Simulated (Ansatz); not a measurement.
# Li on Mo(110): change of the work function, part 2 of 5

How does Li on the top site change the work function of Mo(110) as the layer fills?

Ansatz 0.2.0; plane-wave DFT, PBEsol, Ansatz PAW.

So far, work function, upper face (eV): step 2 (the clean slab) 4.68.

**3. The covered slab, k-mesh 6×6×1, coverage 0.25 ML**

System of this step: Li/Mo(110). The cell holds 17 atoms: 16 Mo and 1 Li. Cell: a = 5.456 Å, b = 5.456 Å, c = 27.496 Å, α = 90.0°, β = 90.0°, γ = 70.5°. Vacuum lies along c.

The clean slab as it ended is repeated in the plane and the adsorbate is set on one face; the cell's size fixes the coverage, and the k-mesh shrinks with it to keep the sampling density about even. Adsorbate and upper layers relax, since the dipole depends on the height.

Contents of input.yaml:

```yaml
crystal:
  lattice:
    - [4.4547727214, -3.15, 0.0]
    - [4.4547727214, 3.15, 0.0]
    - [0.0, 0.0, 27.4960445279]
  atoms:
    - { symbol: Mo, position: [0.0, 0.0, 0.3273198074] }
    - { symbol: Mo, position: [0.25, 0.25, 0.4083273268] }
    - { symbol: Mo, position: [0.0, 0.0, 0.4885714117] }
    - { symbol: Mo, position: [0.25, 0.25, 0.5649919759] }
    - { symbol: Mo, position: [0.0, 0.5, 0.3273198074] }
    - { symbol: Mo, position: [0.25, 0.75, 0.4083273268] }
    - { symbol: Mo, position: [0.0, 0.5, 0.4885714117] }
    - { symbol: Mo, position: [0.25, 0.75, 0.5649919759] }
    - { symbol: Mo, position: [0.5, 0.0, 0.3273198074] }
    - { symbol: Mo, position: [0.75, 0.25, 0.4083273268] }
    - { symbol: Mo, position: [0.5, 0.0, 0.4885714117] }
    - { symbol: Mo, position: [0.75, 0.25, 0.5649919759] }
    - { symbol: Mo, position: [0.5, 0.5, 0.3273198074] }
    - { symbol: Mo, position: [0.75, 0.75, 0.4083273268] }
    - { symbol: Mo, position: [0.5, 0.5, 0.4885714117] }
    - { symbol: Mo, position: [0.75, 0.75, 0.5649919759] }
    - { symbol: Li, position: [0.25, 0.25, 0.6726801926] }
kpoints:
  mp_grid: { grid: [6, 6, 1] }
hamiltonian:
  xc: pbesol
scf:
  occupations: { method: fermi_dirac, width: 0.1 }
  convergence: { dr2_threshold: 1.0e-08 }
efield:
  axis: 3
  dipole_correction: true
  ramp_position: 0.97
  ramp_width: 0.06
relax:
  f_tol: 0.02
  max_steps: 60
  constraints: [{ sites: [0, 1, 4, 5, 8, 9, 12, 13] }]
output:
  bader: true
  dos: { projected: true, e_range: [-8, 4] }
  write_potential: true
  write_density: true
  volumetric_format: npy
  elf: true
```

Run with:

```sh
> ansatz run input.yaml --threads 4 --pin off --max-ram 6144MiB --backend cpu --events-out ev --progress --plain --runs-dir out
```

Numbers of over 12 decimals in the logs are rounded to 6 here.

What it wrote:

```text
[...]
Crystal: 17 atoms, lattice volume = 771.678 Å³
Basis set: ecut = 420 eV, 15107 PW (Γ), exchange–correlation on 80×80×384 points (8 copies of the dense FFT grid, shifted against one another)
Bands: 137, of which v1, the nominal top of the filled ones, is band 114 counted from 1 (113 counted from 0)
Symmetry: 4 space group operations
[...]
k-points: 13 of 36
[...]
SCF iter   1: F=—  HF=-78552.447080 eV  |F-HF|=—  |Δ(HF+E_count)|=         —  Δρ=8.82e-3  dr2=2.95e1  ethr=1.77e-3  p=0.709 e·Å  D=1.66e-1 V/Å  ΔV_dip=-4.57 eV  dr2_dipole=2.40e1  V_vac-E_F(+/−)=0.57/5.15 eV  ⟨swp⟩=9.6  Hψ=9166  notcnv=0
[...]
SCF iter  12: F=-78551.794200 eV  HF=-78551.794200 eV  |F-HF|=2.90e-9  |Δ(HF+E_count)|=   6.65e-9  Δρ=3.67e-7  dr2=2.51e-9  ethr=4.41e-12  p=0.443 e·Å  D=1.04e-1 V/Å  ΔV_dip=-2.86 eV  dr2_dipole=1.84e-10  V_vac-E_F(+/−)=1.91/4.77 eV  ⟨swp⟩=13.2  Hψ=13354  notcnv=0
SCF 1 converged in 12 iterations: F = -78551.794200 eV  dr2 = 2.51e-9
[...]
relax step   1: F+E_penalty+E_count = -78551.79420031 eV  Δ(F+E_penalty+E_count) = +0.000e0 eV  max|allowed force component| = 8.186e-1 eV/Å  Δτ_max = 0.0000 Å  (12 SCF iters, accepted)
[...]
SCF iter   1: F=—  HF=-78551.987173 eV  |F-HF|=—  |Δ(HF+E_count)|=         —  Δρ=4.14e-3  dr2=3.10e-1  ethr=1.10e-4  p=0.443 e·Å  D=1.04e-1 V/Å  ΔV_dip=-2.86 eV  dr2_dipole=4.12e-2  V_vac-E_F(+/−)=1.92/4.78 eV  ⟨swp⟩=2.0  Hψ=5518  notcnv=0
[...]
eigensolver tolerance schedule calibrated: the retry pair's looser diagonalisation under-reported the residual by θ = 0.19 (0.13/decade); ethr = c·dr2/N_el runs at the constant in force after the calibration composes with the one it found (an armed cap, an earlier calibration), c = 5.7e-2
[...]
SCF iter   2: F=—  HF=-78551.968387 eV  |F-HF|=—  |Δ(HF+E_count)|=   1.88e-2  Δρ=1.78e-3  dr2=6.28e-2  ethr=7.73e-5  p=0.452 e·Å  D=1.06e-1 V/Å  ΔV_dip=-2.92 eV  dr2_dipole=3.26e-3  V_vac-E_F(+/−)=1.86/4.77 eV  ⟨swp⟩=2.8  Hψ=3277  notcnv=0
[...]
SCF iter  10: F=-78551.961819 eV  HF=-78551.961819 eV  |F-HF|=4.51e-10  |Δ(HF+E_count)|=   6.98e-9  Δρ=4.05e-7  dr2=3.41e-9  ethr=2.49e-12  p=0.442 e·Å  D=1.04e-1 V/Å  ΔV_dip=-2.85 eV  dr2_dipole=4.87e-10  V_vac-E_F(+/−)=1.92/4.77 eV  ⟨swp⟩=11.9  Hψ=13055  notcnv=0
SCF 2 converged in 10 iterations: F = -78551.961819 eV  dr2 = 3.41e-9
relax step   2: F+E_penalty+E_count = -78551.96181931 eV  Δ(F+E_penalty+E_count) = -1.676e-1 eV  max|allowed force component| = 6.522e-1 eV/Å  Δτ_max = 0.1949 Å  (10 SCF iters, accepted)
SCF iter   1: F=—  HF=-78552.063470 eV  |F-HF|=—  |Δ(HF+E_count)|=         —  Δρ=2.92e-3  dr2=4.11e-1  ethr=1.01e-3  p=0.442 e·Å  D=1.04e-1 V/Å  ΔV_dip=-2.85 eV  dr2_dipole=9.94e-2  V_vac-E_F(+/−)=1.94/4.79 eV  ⟨swp⟩=4.6  Hψ=3189  notcnv=0
[...]
SCF iter  10: F=-78552.053670 eV  HF=-78552.053670 eV  |F-HF|=2.44e-9  |Δ(HF+E_count)|=   7.25e-9  Δρ=2.76e-7  dr2=1.53e-9  ethr=4.41e-12  p=0.417 e·Å  D=9.78e-2 V/Å  ΔV_dip=-2.69 eV  dr2_dipole=5.88e-11  V_vac-E_F(+/−)=2.09/4.78 eV  ⟨swp⟩=9.9  Hψ=11356  notcnv=0
SCF 3 converged in 10 iterations: F = -78552.053670 eV  dr2 = 1.53e-9
relax step   3: F+E_penalty+E_count = -78552.05367027 eV  Δ(F+E_penalty+E_count) = -9.185e-2 eV  max|allowed force component| = 2.527e-1 eV/Å  Δτ_max = 0.1953 Å  (10 SCF iters, accepted)
[...]
relax step   4: F+E_penalty+E_count = -78552.06637865 eV  Δ(F+E_penalty+E_count) = -1.271e-2 eV  max|allowed force component| = 1.098e-1 eV/Å  Δτ_max = 0.1347 Å  (9 SCF iters, accepted)
[...]
relax step   5: F+E_penalty+E_count = -78552.06912957 eV  Δ(F+E_penalty+E_count) = -2.751e-3 eV  max|allowed force component| = 2.304e-2 eV/Å  Δτ_max = 0.0358 Å  (8 SCF iters, accepted)
SCF iter   1: F=—  HF=-78552.068278 eV  |F-HF|=—  |Δ(HF+E_count)|=         —  Δρ=6.82e-5  dr2=4.34e-5  ethr=1.72e-7  p=0.404 e·Å  D=9.48e-2 V/Å  ΔV_dip=-2.61 eV  dr2_dipole=1.51e-8  V_vac-E_F(+/−)=2.17/4.78 eV  ⟨swp⟩=2.0  Hψ=2851  notcnv=0
[...]
SCF iter   5: F=-78552.069178 eV  HF=-78552.069178 eV  |F-HF|=1.87e-8  |Δ(HF+E_count)|=   5.71e-8  Δρ=7.65e-7  dr2=8.77e-9  ethr=4.41e-12  p=0.404 e·Å  D=9.48e-2 V/Å  ΔV_dip=-2.61 eV  dr2_dipole=2.64e-11  V_vac-E_F(+/−)=2.18/4.78 eV  ⟨swp⟩=10.9  Hψ=13628  notcnv=0
SCF 6 converged in 5 iterations: F = -78552.069178 eV  dr2 = 8.77e-9
relax step   6: F+E_penalty+E_count = -78552.06917753 eV  Δ(F+E_penalty+E_count) = -4.796e-5 eV  max|allowed force component| = 4.311e-3 eV/Å  Δτ_max = 0.0016 Å  (5 SCF iters, accepted)
NSCF: frozen V_eff on 13 k-points
[...]
WARN: The input density's exchange-correlation potential varies sharply where the density is thin. Do not read a vacuum level from v_tot or v_xc, or from such a field of the output density. On a cell that repeats whose density bears no net charge and no dipole along the vacuum's axis use v_es (v_loc + v_h of the components); under efield.dipole_correction with no amplitude use v_es + v_field, which holds any external [...]
SCF converged after 5 iterations
Free energy (F): -78552.069178 eV
[...]
Internal energy: -78551.609416 eV  (E = F + TS)
E sigma→0 (E₀):  -78551.839297 eV
Entropy (-TS):   -0.459761 eV (-27.045 meV/atom)
Fermi energy:    4.646357 eV
Dipole field:    D = 0.094765 V/Å  (p = 0.404132 e·Å, saw-weighted, corrected)
Work function:   Φ+ = 2.1770 eV   Φ− = 4.7826 eV
[...]
--- Forces (eV/Å), atoms counted from 1 ---
  atom   1  Mo     0.00265366     0.00000000     0.80399441
  atom   2  Mo     0.00000000    -0.00000000    -0.78359273
  atom   3  Mo    -0.00258238     0.00000000    -0.00045197
  atom   4  Mo     0.00000000    -0.00000000    -0.00431084
  atom   5  Mo     0.00000000    -0.00569614     0.79278359
  atom   6  Mo    -0.00000000    -0.00000000    -0.80120613
  atom   7  Mo     0.00000000     0.00126746     0.00036718
  atom   8  Mo     0.00000000     0.00000000     0.00194367
  atom   9  Mo     0.00000000     0.00569614     0.79278359
  atom  10  Mo    -0.00000000    -0.00000000    -0.80120613
  atom  11  Mo     0.00000000    -0.00126746     0.00036718
  atom  12  Mo     0.00000000    -0.00000000     0.00194367
  atom  13  Mo    -0.00265366     0.00000000     0.80399441
  atom  14  Mo     0.00000000    -0.00000000    -0.80925585
  atom  15  Mo     0.00258238    -0.00000000    -0.00045197
  atom  16  Mo     0.00000000     0.00000000     0.00131010
  atom  17  Li     0.00000000     0.00000000     0.00101221
  max |Σ_I F_I| component: 2.44e-5 eV/Å
--- Band table (eV; the first three rows and the last of 13) ---
  k-point 0: bands = [... 110 lower, 5.3829, 5.4253, 5.5036, 5.5505, 5.5518, 5.6664, 5.7171, 5.8096, ... 19 higher]
  k-point 1: bands = [... 110 lower, 5.0414, 5.0954, 5.2173, 5.2483, 5.3188, 5.5691, 5.6326, 5.6511, ... 19 higher]
  k-point 2: bands = [... 110 lower, 4.2024, 4.2639, 4.4510, 4.7021, 4.9692, 5.1913, 5.2221, 5.4080, ... 19 higher]
  k-point 12: bands = [... 110 lower, 3.8539, 3.8862, 3.9399, 3.9449, 3.9450, 4.1198, 4.1795, 4.5223, ... 19 higher]
--- Relaxed structure (6 steps of the walk, 6 accepted, 0 SCFs on fresh bases) ---
  F+E_penalty+E_count = -78552.06917753 eV   max|allowed force component| = 4.311e-3 eV/Å
  atoms:
    - { symbol: Mo, position: [0.0, 0.0, 0.3273198074] }
    - { symbol: Mo, position: [0.250000, 0.250000, 0.4083273268] }
    - { symbol: Mo, position: [-0.00138397, -0.00138397, 0.488510] }
    - { symbol: Mo, position: [0.250000, 0.250000, 0.562387] }
    - { symbol: Mo, position: [8.326672684688674e-17, 0.5, 0.3273198074] }
    - { symbol: Mo, position: [0.250000, 0.75, 0.4083273268] }
    - { symbol: Mo, position: [-0.00161101, 0.501611, 0.487950] }
    - { symbol: Mo, position: [0.250000, 0.75, 0.567099] }
    - { symbol: Mo, position: [0.5, 8.326672684688674e-17, 0.3273198074] }
    - { symbol: Mo, position: [0.75, 0.250000, 0.4083273268] }
    - { symbol: Mo, position: [0.501611, -0.00161101, 0.487950] }
    - { symbol: Mo, position: [0.75, 0.250000, 0.567099] }
    - { symbol: Mo, position: [0.500000, 0.500000, 0.3273198074] }
    - { symbol: Mo, position: [0.75, 0.75, 0.4083273268] }
    - { symbol: Mo, position: [0.501384, 0.501384, 0.488510] }
    - { symbol: Mo, position: [0.75, 0.75, 0.566187] }
    - { symbol: Li, position: [0.250000, 0.250000, 0.654837] }
--- Bader charges: 17 sites ---
  site symbol  charge [e]  shift [e]
     0     Mo     -0.0515     0.0000
     1     Mo      0.0434     0.0000
     2     Mo      0.0548     0.0000
     3     Mo     -0.6009     0.0005
     4     Mo     -0.0514     0.0000
     5     Mo      0.0465     0.0000
     6     Mo      0.0481     0.0000
     7     Mo     -0.1610     0.0000
     8     Mo     -0.0514     0.0000
     9     Mo      0.0465     0.0000
    10     Mo      0.0481     0.0000
    11     Mo     -0.1609     0.0000
    12     Mo     -0.0516     0.0000
    13     Mo      0.0532     0.0000
    14     Mo      0.0548     0.0000
    15     Mo     -0.1102     0.0000
    16     Li      0.8435     0.0004
  estimated error of the sums over rays = 8.6e-4 e
```

Elapsed: 4 min, on 4 threads of Intel Xeon Platinum 8259CL at 2.50GHz (Skylake/Cascade Lake), shared host; peak memory 3.2 GiB; 16 min of CPU time.

Relaxation path:

```
step  energy less that of the first step (eV)  largest force component (eV/Å)
   1                                   0.0000                          0.8186
   2                                  -0.1676                          0.6522
   3                                  -0.2595                          0.2527
   4                                  -0.2722                          0.1098
   5                                  -0.2749                          0.0230
   6                                  -0.2750                          0.0043
```

Forces are held to the 4 operations that the run works with; a distortion that breaks them can't arise in this run.

The atoms that moved most (Å):

```
atom     dx      dy      dz  length
Li17  0.000   0.000  -0.491   0.491
 Mo4  0.000   0.000  -0.072   0.072
Mo12  0.000   0.000   0.058   0.058
 Mo8  0.000   0.000   0.058   0.058
Mo16  0.000   0.000   0.033   0.033
 Mo7  0.000   0.010  -0.017   0.020
Mo11  0.000  -0.010  -0.017   0.020
Mo15  0.012   0.000  -0.002   0.012
```

The relaxed structure:

```xyz
17
Lattice="4.4548 -3.1500 0.0000 4.4548 3.1500 0.0000 0.0000 0.0000 27.4960" Properties=species:S:1:pos:R:3
Mo    0.0000    0.0000    9.0000
Mo    2.2274    0.0000   11.2274
Mo   -0.0123    0.0000   13.4321
Mo    2.2274    0.0000   15.4634
Mo    2.2274    1.5750    9.0000
Mo    4.4548    1.5750   11.2274
Mo    2.2274    1.5851   13.4167
Mo    4.4548    1.5750   15.5930
Mo    2.2274   -1.5750    9.0000
Mo    4.4548   -1.5750   11.2274
Mo    2.2274   -1.5851   13.4167
Mo    4.4548   -1.5750   15.5930
Mo    4.4548    0.0000    9.0000
Mo    6.6822    0.0000   11.2274
Mo    4.4671    0.0000   13.4321
Mo    6.6822    0.0000   15.5679
Li    2.2274    0.0000   18.0054
```

Numbers from this step:

| Property | Result |
| --- | --- |
| energy at zero smearing | -78551.8393 eV |
| work function, upper face | 2.177 eV |
| work function, lower face | 4.783 eV |
| dipole along the normal | 0.4041 e·Å |
| step between the vacuum levels | -2.606 eV |

Running mean over 2.227 Å of the planar mean; the ramp of the sawtooth is left out. Electron's electrostatic potential energy less the Fermi level against z:

z (Å), electron's electrostatic potential energy less the Fermi level (eV) and a bar from the least value:
```
        4        4.8 ##############################
        5        4.8 ##############################
        6        4.6 ##############################
        7        3.3 ############################
        8       -5.9 ############
        9      -12.3 ##
       10      -12.6 #
       11      -12.8 #
       12      -13.2 #
       13      -13.0 #
       14      -13.5 
       15      -13.3 
       16      -11.1 ####
       17       -1.6 ####################
       18        1.8 #########################
       19        1.7 #########################
       20        2.1 ##########################
       21        2.2 ##########################
       22        2.2 ##########################
       23        2.2 ##########################
       24        2.2 ##########################
```

The density of states has structure finer than the step of the table below, so its rows give means over 0.25 eV, whole bins alone (the curve runs from -8 to 1.47 eV). Peaks (eV: height): -3.730: 28.0, -3.220: 35.1, -3.040: 28.8, -2.740: 29.4, -2.290: 44.4, -1.890: 29.4, 0.990: 29.7.

Table of density of states by energy, zero at the Fermi level; means over each step:

```
energy (eV)  density of states (states/eV a cell)
      -7.00                                     0
      -6.75                                 0.519
      -6.50                                 0.878
      -6.25                                 0.955
      -6.00                                  1.03
      -5.75                                  1.13
      -5.50                                  2.30
      -5.25                                  3.43
      -5.00                                  11.3
      -4.75                                  15.3
      -4.50                                  17.1
      -4.25                                  16.3
      -4.00                                  18.2
      -3.75                                  24.9
      -3.50                                  18.1
      -3.25                                  21.8
      -3.00                                  23.5
      -2.75                                  22.1
      -2.50                                  20.1
      -2.25                                  23.0
      -2.00                                  20.1
      -1.75                                  24.0
      -1.50                                  23.1
      -1.25                                  19.0
      -1.00                                  15.5
      -0.75                                  11.5
      -0.50                                  15.4
      -0.25                                  12.3
       0.00                                  14.1
       0.25                                  17.6
       0.50                                  20.1
       0.75                                  20.7
       1.00                                  25.0
       1.25                                  23.6
```

Projected DOS per atom over height of the atomic layer and energy from the Fermi level. Layers: Mo4 Mo4 Mo4 Mo4 Li from below.

Ten even steps from '0' (0.00 states/eV) to '9' (1.85 states/eV), each cell a mean:
```
78771
77671
75461
53250
62251
52260
84471
86591
76570
86570
59960
57750
67770
27830
27830
02210
00000
00000
00000
00000
00000
00000
```
Columns: height of the atomic layer (Å) from 9 to 18.0 (not evenly spaced); rows upwards: energy from the Fermi level (eV) from -7.96 to 1.45.

ELF in the ca plane at fractional y = 0.250, with atoms of Mo and Li within 0.2 Å of it. It is the smooth field of the valence electrons, not physical close to the nuclei.

Ten even steps from '0' (0.00 × 1e-1) to '9' (9.77 × 1e-1), each cell a mean:
```
33343222234332343233223444332100000000000000
33332366423322332366421223221100000000000000
33333666633433433666741111111000000000000000
33433754742433433754751011111000000000000000
33332666633433332666741111111000000000000000
33332366323322332356421223221100000000000000
33343222234332343233223444332100000000000000
33344322344332344323345553111100000000000000
33332244223322332344224410000000000000000000
33332577523333333677522114510000000000000000
33333755742433434756732049950000000000000000
33333755742433434756632049950000000000000000
33332577523333333676422114410000000000000000
33332244223322332343224410000000000000000000
33344322344332344323345553111100000000000000
```
Columns run along c (16.0 Å, from fractional 0.32 to 0.90 of the cell), rows up along a (5.5 Å). Atoms in or near the plane, at fractional coordinates: Mo at (0.41, 0.25), Mo at (0.56, 0.25), Mo at (0.41, 0.75), Mo at (0.57, 0.75), Li at (0.65, 0.25).

Valence density in the ca plane at fractional y = 0.250, with atoms of Mo and Li within 0.2 Å of it. It is the smooth field of the valence electrons, not physical close to the nuclei.

Ten steps, logarithmic in the rise over the least value, from '0' (0.0 e/Å³) to '9' (6.5 e/Å³), each cell a mean:
```
44333444433333333444432110000000000000000000
33334677643333334677642100000000000000000000
33335899853333335899852100000000000000000000
33336899964333345899963100000000000000000000
33335899853333335899852100000000000000000000
33334677643333334677642100000000000000000000
44333444433333333444432110000000000000000000
44333344333334333344322110000000000000000000
33333466543333334566432111000000000000000000
33334799753333345898742235510000000000000000
33335899964333346999852269830000000000000000
33335899964333346999852269830000000000000000
33334788753333345898642235410000000000000000
33333466533333334565432111000000000000000000
44333344333334333344322110000000000000000000
```
Columns run along c (16.0 Å, from fractional 0.32 to 0.90 of the cell), rows up along a (5.5 Å). Atoms in or near the plane, at fractional coordinates: Mo at (0.41, 0.25), Mo at (0.56, 0.25), Mo at (0.41, 0.75), Mo at (0.57, 0.75), Li at (0.65, 0.25).

Electrostatic potential energy in the ca plane at fractional y = 0.250, with atoms of Mo and Li within 0.2 Å of it. With pseudopotentials it is smooth inside the atoms' cores, unlike the true potential.

Ten even steps from '0' (-66 eV) to '9' (8 eV), each cell a mean:
```
99999888899999999988899999999999999999999999
99998644689999998644689999999999999999999999
99997300269999997300269999999999999999999999
99996100169999997100158999999999999999999999
99997300269999997300269999999999999999999999
99998644689999998644689999999999999999999999
99999888899999999988899999999999999999999999
99999988999999999999999999999999999999999999
99999866799999998766899999999999999999999999
99998411479999997312589987789999999999999999
99997100169999985000279864579999999999999999
99997200169999985100279864579999999999999999
99998411479999997312589987789999999999999999
99999866799999999767899999999999999999999999
99999988999999999999999999999999999999999999
```
Columns run along c (16.0 Å, from fractional 0.32 to 0.90 of the cell; values clipped at the 3rd and 97th percentile), rows up along a (5.5 Å). Atoms in or near the plane, at fractional coordinates: Mo at (0.41, 0.25), Mo at (0.56, 0.25), Mo at (0.41, 0.75), Mo at (0.57, 0.75), Li at (0.65, 0.25).

The relaxation took 6 steps and lowered the energy by 0.27 eV; the largest force on the free atoms ends at 0.0043 eV/Å.

By hand: a sheet of dipoles makes a step −p/(ε₀A) in the electron's potential. With e/ε₀ = 180.95 V·Å, p = 0.4041 e·Å and A = 28.07 Å², that is −180.95 × (0.4041) / 28.07 = -2.606 eV, and the two vacuum levels of the run differ by -2.606 eV.

The covered face has 2.18 eV, -2.51 eV against the clean one; the bare back face has moved by -0.04 eV, a measure of how thin the slab is.

(Continued in part 3 of 5.)

[Logs are printed without paths, hosts, clocks, repeated set-up lines and the standing remarks that a program may print on its own settings, such as how far it seeks lower states.]

[Hosts, paths, dates, database ids (printed as entryN), source tags and the programs' standing remarks are cut or masked in the printed files.]

[Maps of the electrostatic potential energy from Ansatz leave out the sawtooth potential of an applied field or a dipole correction, so their vacuum need not be flat; planar profiles and work functions include it.]

[The density of states shown here was stored with 400 of the rows of the run's finer table, so its peaks can read low, often by over a quarter, or be missed, and its means over a window can be off by a tenth or more.]
